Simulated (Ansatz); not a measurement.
# ScInS3 in Amm2, a phase reached by a soft mode: following an unstable mode, part 3 of 3

Aim: this structure of ScInS3 in Amm2, a phase reached by a soft mode is to be tested for unstable modes, and one is followed downhill.

Ansatz 0.2.0; DFT PBEsol, scalar-relativistic, plane waves, PAW; PAW set soft_1.

So far. Step 5 (Energy along the mode, all amplitudes (two of the runs …): The lowest of the steps tried is at 0.45 Å, 15.1 meV/atom below the parent; the bottom of the well need not coincide with a step. Step 7 (The new phase in its own primitive cell): The largest force component left is 0.87 meV/Å and the pressure is 0.000 GPa, within the tolerances set. The cell now holds 24.55 Å³/atom.

The structure was built from a prototype and need not be the compound's stable phase.

In doubt: the program warns that the response may not be converged on this k-mesh (step 8), which bears on the force constants and all frequencies.

### Step 8. Modes of the new phase

A relaxed structure may still be a saddle point, so its zone-centre modes are computed. The response to a homogeneous field gives the Born charges and the dielectric tensor.

input.yaml reads:

```yaml
crystal:
  lattice:
    - [3.8443153739, 0.0, 0.0]
    - [0.0, 2.6351766741, 6.0593498816]
    - [0.0, -2.6351766741, 6.0593498816]
  atoms:
    - { symbol: Sc, position: [0.0, 0.3403717948, 0.3403717948] }
    - { symbol: In, position: [0.5, 0.0067376718, 0.0067376718] }
    - { symbol: S, position: [0.5, 0.4804892078, 0.4804892078] }
    - { symbol: S, position: [0.5, 0.2068906213, 0.2068906213] }
    - { symbol: S, position: [0.0, 0.8738228235, 0.8738228235] }
kpoints:
  mp_grid: { grid: [6, 6, 6] }
hamiltonian:
  xc: pbesol
  pseudopotentials: { kind: paw, azcp: { folder: soft_1 }, xc_functional: pbe }
scf:
  occupations: { method: fixed }
output:
  eigenvalues: true
phonons:
  method: dfpt
  dielectric: true
  rigid_motions: translations
```

The run is started by

```
ansatz run input.yaml --threads 4 --pin off --max-ram 16384MiB --backend cpu --events-out ev --progress --plain --runs-dir out
```

Numbers of over 12 decimals in the logs are rounded to 6 here.

What it wrote:

```text
[...]
Crystal: 5 atoms, lattice volume = 122.768 Å³
Basis set: ecut = 420 eV, 2373 PW (Γ), exchange–correlation on 54×90×90 points (8 copies of the dense FFT grid, shifted against one another)
Bands: 26, of which v1, the nominal top of the filled ones, is band 21 counted from 1 (20 counted from 0)
Symmetry: 4 space group operations
k-points: 112 of 216 (irreducible under 1 space group operation, time reversal used)
[...]
SCF iter   1: F=—  HF=-10298.373549 eV  |F-HF|=—  |Δ(HF+E_count)|=         —  Δρ=3.70e-2  dr2=3.92e0  ethr=3.10e-3  ⟨swp⟩=4.9  Hψ=12322  notcnv=0  defer=238
[...]
SCF iter  13: F=-10297.469058 eV  HF=-10297.469058 eV  |F-HF|=5.46e-12  |Δ(HF+E_count)|=  1.02e-10  Δρ=1.24e-7  dr2=2.76e-11  ethr=1.00e-12  ⟨swp⟩=13.8  Hψ=21802  notcnv=0
SCF 1 converged in 13 iterations: F = -10297.469058 eV  dr2 = 2.76e-11
[...]
NSCF: frozen V_eff on 2 k-points
DFPT response loops at Γ: preconditioner auto → Resta (q_TF=auto, 2.282 Å⁻¹)  ε∞=6.2 (no band partly filled); β = 1.00, the filter's whole step (`scf.mixing.beta` (0.50) is not read by the response loops at its default; to damp them type it under 1.00, their step now; it binds the ground state too); Broyden in place of MSR1
[...]
Bands: 22, of which v1, the nominal top of the filled ones, is band 21 counted from 1 (20 counted from 0)
k-points: 100 of 640 (time reversal used)
[...]
Eigensolver: Dense (100 Hₖ)
SCF iter   1: F=—  HF=-10297.454521 eV  |F-HF|=—  |Δ(HF+E_count)|=         —  Δρ=1.22e-4  dr2=5.15e-6  ethr=1.00e-1
[...]
SCF iter   4: F=-10297.454528 eV  HF=-10297.454528 eV  |F-HF|=8.40e-9  |Δ(HF+E_count)|=   1.25e-8  Δρ=2.87e-6  dr2=1.19e-8  ethr=6.43e-10
SCF 1 converged in 4 iterations: F = -10297.454528 eV  dr2 = 1.19e-8
[...]
SCF converged after 13 iterations
Free energy (F): -10297.469058 eV
[...]
Internal energy: -10297.469058 eV  (E = F + TS)
E sigma→0 (E₀):  -10297.469058 eV
Fermi energy:    5.072165 eV
[...]
--- Band table (eV; the first three rows and the last of 112) ---
  k-point 0: bands = [... 17 lower, 3.5620, 4.9353, 4.9410, 5.0722, 6.6358, 7.7609, 7.9650, 8.4230, ... 1 higher]
  k-point 1: bands = [... 17 lower, 3.7055, 4.3750, 4.9223, 4.9513, 6.9354, 7.9234, 7.9395, 8.4475, ... 1 higher]
  k-point 2: bands = [... 17 lower, 3.5893, 4.4377, 4.7243, 4.8077, 7.2210, 7.9056, 8.2680, 9.0415, ... 1 higher]
  k-point 111: bands = [... 17 lower, 3.0637, 3.7931, 4.1463, 4.6579, 7.5745, 7.6513, 7.7499, 8.3206, ... 1 higher]
[...]
ASR residual: 1.073e-4 → 0.000e0 eV/Å²; symmetrization residual: 4.447e-6 eV/Å²
  ASR residual per site (eV/Å²): 1.07e-4 4.52e-5 3.92e-5 8.68e-5 7.55e-6
[...]
ε∞ (high-frequency dielectric tensor):
        7.166352    -0.000000    -0.000000
       -0.000000     7.208691    -0.000000
       -0.000000    -0.000000     7.588014
  ε⁰ (static dielectric tensor: ions relaxed, cell fixed):
       15.823732    -0.000000    -0.000000
       -0.000000    38.399950    -0.000000
       -0.000000    -0.000000    11.221229
  ε⁰ − ε∞ (ionic part):
        8.657380    -0.000000    -0.000000
       -0.000000    31.191259    -0.000000
       -0.000000    -0.000000     3.633215
[...]
Born effective charges Z* (e; rows j = field, columns β = displacement):
    site 0:
         5.12824   -0.00000   -0.00000
        -0.00000    3.60956   -0.00000
        -0.00000   -0.00000    3.21296
    site 1:
         2.75213   -0.00000   -0.00000
        -0.00000    4.34393    0.00000
        -0.00000   -0.00000    3.14073
    site 2:
        -2.59593    0.00000    0.00000
         0.00000   -3.30251    0.00000
         0.00000   -0.00000   -2.25892
    site 3:
        -3.01440   -0.00000    0.00000
         0.00000   -1.15748   -0.00000
         0.00000   -0.00000   -2.98110
    site 4:
        -2.27005    0.00000    0.00000
         0.00000   -3.49350    0.00000
         0.00000    0.00000   -1.11367
  Z* charge neutrality: 3.809e-3 e pre-enforcement
[...]
optical modes at Γ without the LO–TO term, one row a degenerate level:
      ω (cm⁻¹)  modes    IR ((D/Å)²/amu)
         56.39      1             3.5906
         72.24      1             0.0661
         99.02      1             1.3827
        168.90      1             0.7812
        201.92      1             0.4816
        209.59      1            23.0365
        249.34      1            28.8965
        262.73      1             2.0929
        271.85      1             0.6704
        281.28      1             7.0521
        309.57      1             0.0632
        365.31      1             8.3132
  optical modes at Γ + LO–TO along q̂ = [1.0000, 0.0000, 0.0000]:
      ω (cm⁻¹)  modes    IR ((D/Å)²/amu)
         56.39      1             3.5906
         72.73      1             0.0126
         99.02      1             1.3827
        168.90      1             0.7812
[...]
optical modes at Γ + LO–TO along q̂ = [0.0000, 1.0000, 0.0000]:
      ω (cm⁻¹)  modes    IR ((D/Å)²/amu)
[...]
optical modes at Γ + LO–TO along q̂ = [0.0000, 0.0000, 1.0000]:
      ω (cm⁻¹)  modes    IR ((D/Å)²/amu)
         56.39      1             3.5906
         72.24      1             0.0661
         99.02      1             1.3827
        172.11      1             0.2914
        201.92      1             0.4816
        209.59      1            23.0365
        249.34      1            28.8965
        265.61      1             0.1908
        271.85      1             0.6704
        303.76      1             3.8341
        309.57      1             0.0632
        399.30      1            13.9230
```

Elapsed: 3.8 min, on 4 threads of Arm Neoverse V2, shared host; peak memory 1.9 GiB.

Numbers from this step:

| Quantity | Value |
| --- | --- |
| sum-rule residual before enforcement | 1.07e-4 eV/Å² |
| miss of the charge sum rule | 0.003809 e |
| estimated error of the dielectric tensor | 0.02639 |
| estimated error of the Born charges | 0.02247 e |
| highest optical mode at the zone centre (no LO-TO term) | 365.3 cm⁻¹ |
| lowest optical zone-centre mode | 56.39 cm⁻¹ |
| mean high-frequency dielectric constant | 7.321 |
| largest Born charge (third of the trace) | 3.984 e |
| mean static dielectric constant | 21.81 |
| top of the zone-centre spectrum with the field | 399.3 cm⁻¹ |

Patterns of degenerate modes are one choice out of their space. The modes at Γ (shares of kinetic energy by element, %):

| mode | frequency (cm⁻¹) | symmetry | Sc % | In % | S % |
| --- | --- | --- | --- | --- | --- |
| 1 | 0.0 | acoustic | 18 | 45 | 38 |
| 2 | 0.0 | acoustic | 18 | 45 | 38 |
| 3 | 0.0 | acoustic | 18 | 45 | 38 |
| 4 | 56.4 | B2 | 16 | 49 | 35 |
| 5 | 72.2 | B1 | 28 | 39 | 33 |
| 6 | 99.0 | B2 | 33 | 1 | 66 |
| 7 | 168.9 | A1 | 19 | 23 | 58 |
| 8 | 201.9 | B1 | 2 | 0 | 98 |
| 9 | 209.6 | B2 | 30 | 3 | 68 |
| 10 | 249.3 | B1 | 41 | 6 | 53 |
| 11 | 262.7 | A1 | 0 | 22 | 78 |
| 12 | 271.9 | B1 | 12 | 10 | 78 |
| 13 | 281.3 | A1 | 58 | 3 | 39 |
| 14 | 309.6 | B2 | 5 | 2 | 94 |
| 15 | 365.3 | A1 | 5 | 7 | 88 |

Displacements in mode 4 (56.4 cm⁻¹), the largest set to 1:
```
Sc1  0.00 -0.66  0.00
In2  0.00  0.74  0.00
S3   0.00 -0.11  0.00
S4   0.00 -1.00  0.00
S5   0.00 -0.60  0.00
```

Displacements in mode 13 (281.3 cm⁻¹), the largest set to 1:
```
Sc1  0.00  0.00  1.00
In2  0.00  0.00 -0.14
S3   0.00  0.00 -0.96
S4   0.00  0.00  0.02
S5   0.00  0.00  0.03
```

Optical modes at the zone centre, without and with the macroscopic field of the longitudinal modes; each column is sorted by frequency, so a row need not hold one and the same mode. Modes with and without the field, by row:

| rank among optical modes | no field (cm⁻¹) | q along (1, 0, 0) (cm⁻¹) | q along (0, 1, 0) (cm⁻¹) | q along (0, 0, 1) (cm⁻¹) |
| --- | --- | --- | --- | --- |
| 1 | 56.4 | 56.4 | 72.2 | 56.4 |
| 2 | 72.2 | 72.7 | 76.2 | 72.2 |
| 3 | 99 | 99 | 108.4 | 99 |
| 4 | 168.9 | 168.9 | 168.9 | 172.1 |
| 5 | 201.9 | 202.6 | 201.9 | 201.9 |
| 6 | 209.6 | 209.6 | 249.3 | 209.6 |
| 7 | 249.3 | 262.7 | 262.7 | 249.3 |
| 8 | 262.7 | 271.3 | 271.9 | 265.6 |
| 9 | 271.9 | 281.3 | 281.3 | 271.9 |
| 10 | 281.3 | 309.6 | 308.4 | 303.8 |
| 11 | 309.6 | 365.3 | 328.2 | 309.6 |
| 12 | 365.3 | 367.6 | 365.3 | 399.3 |

Born charge (rows field, columns displacement) (e), principal values of the symmetric part by kind of site:

| atom | atoms with these values | low | middle | high | mean |
| --- | --- | --- | --- | --- | --- |
| Sc1 | 1 | 3.21 | 3.61 | 5.13 | 3.98 |
| In2 | 1 | 2.75 | 3.14 | 4.34 | 3.41 |
| S3 | 1 | -3.30 | -2.60 | -2.26 | -2.72 |
| S4 | 1 | -3.01 | -2.98 | -1.16 | -2.38 |
| S5 | 1 | -3.49 | -2.27 | -1.11 | -2.29 |

In full for S3:

```
-2.60  0.00  0.00
 0.00 -3.30  0.00
 0.00  0.00 -2.26
```

High-frequency dielectric tensor:

```
7.17 0.00 0.00
0.00 7.21 0.00
0.00 0.00 7.59
```

Static dielectric tensor (ions relaxed, fixed cell):

```
15.82  0.00  0.00
 0.00 38.40  0.00
 0.00  0.00 11.22
```

Transverse modes. Infrared lines, with heights relative to the strongest:

| position (cm⁻¹) | label | relative intensity |
| --- | --- | --- |
| 56 | B2 | 12 |
| 72 | B1 | 0.2 |
| 99 | B2 | 4.8 |
| 169 | A1 | 2.7 |
| 202 | B1 | 1.7 |
| 210 | B2 | 80 |
| 249 | B1 | 100 |
| 263 | A1 | 7.2 |
| 272 | B1 | 2.3 |
| 281 | A1 | 24 |
| 310 | B2 | 0.2 |
| 365 | A1 | 29 |

Before it was imposed, the acoustic sum rule was missed by 1.1e-4 eV/Å² and the charge sum rule by 0.0038 e. Small misses are needed for a sound result but don't prove that mesh and cutoff are converged. The lowest optical mode is real, 56.4 cm⁻¹.

The log warns of the k mesh: “the force constants stand on the 6×6×6 k-mesh, whose period is 11.23 times the interband length at k = (0.0000, 0.0000, 0.0000), direct gap 1.564 eV, under 14: take them and everything formed from them as unconverged”.

### Step 9. The phases reached

The phases reached along the modes that were followed are set side by side.

Energies are those of the first relaxation, on the mesh of the frozen mode; space group, volume and gap are those of the last relaxation. Phases, by row:

| mode frozen in | space group | energy from parent (meV/atom) | volume (Å³/atom) | gap on mesh (eV) | lowest zone-centre optical mode (cm⁻¹) | largest shift (Å) |
| --- | --- | --- | --- | --- | --- | --- |
| parent | Amm2 | 0 | 31.28 | 1.401 | – | – |
| q = (0, 0, 0), 70i cm⁻¹ | Amm2 | -110 | 24.55 | 1.564 | 56.4 | 1.04 |

### Step 10. Summary of results

- unstable mode of the parent: q = (0, 0, 0), 70i cm⁻¹
- depth at the lowest point sampled: 15.1 meV/atom
- largest atomic shift at that point: 0.45 Å
- space group reached (within 0.01 Å): Amm2
- energy gained over the parent (first relaxation, on the mesh of the frozen mode): 110 meV/atom
- volume per atom, phase reached: 24.6 Å³
- gap on the k-mesh, phase reached: 1.56 eV
- lowest optical zone-centre mode, phase reached: 56.4 cm⁻¹
- highest optical mode at the zone centre (no LO-TO term), phase reached: 365 cm⁻¹

In words: Along this mode the structure falls into Amm2, 110 meV/atom below the parent. At the parent's cell the well is 15.13 meV/atom deep on the steps tried, with its lowest point at a shift of 0.45 Å. Relaxing atoms and cell changes the gain by +94.82 meV/atom against the lowest step (energies at zero smearing). Most of the total comes from this relaxation. The end point has the space group of the parent. The new phase has no imaginary mode at the zone centre of its cell; other wavevectors were not checked. Each path keeps the symmetry of its pattern, so a lower phase may lie along a pattern not tried. With the field response the log warns that the k mesh is coarse for the force constants too, so the frequencies may not be converged. The PAW files were made for PBE and serve the other functionals too. The starting cell was built on a prototype and not taken from a measurement, so the phase need not exist.

[Logs are printed without paths, hosts, clocks, repeated set-up lines and the standing remarks that a program may print on its own settings, such as how far it seeks lower states.]

[Hosts, paths, dates, database ids (printed as entryN), source tags and the programs' standing remarks are cut or masked in the printed files.]
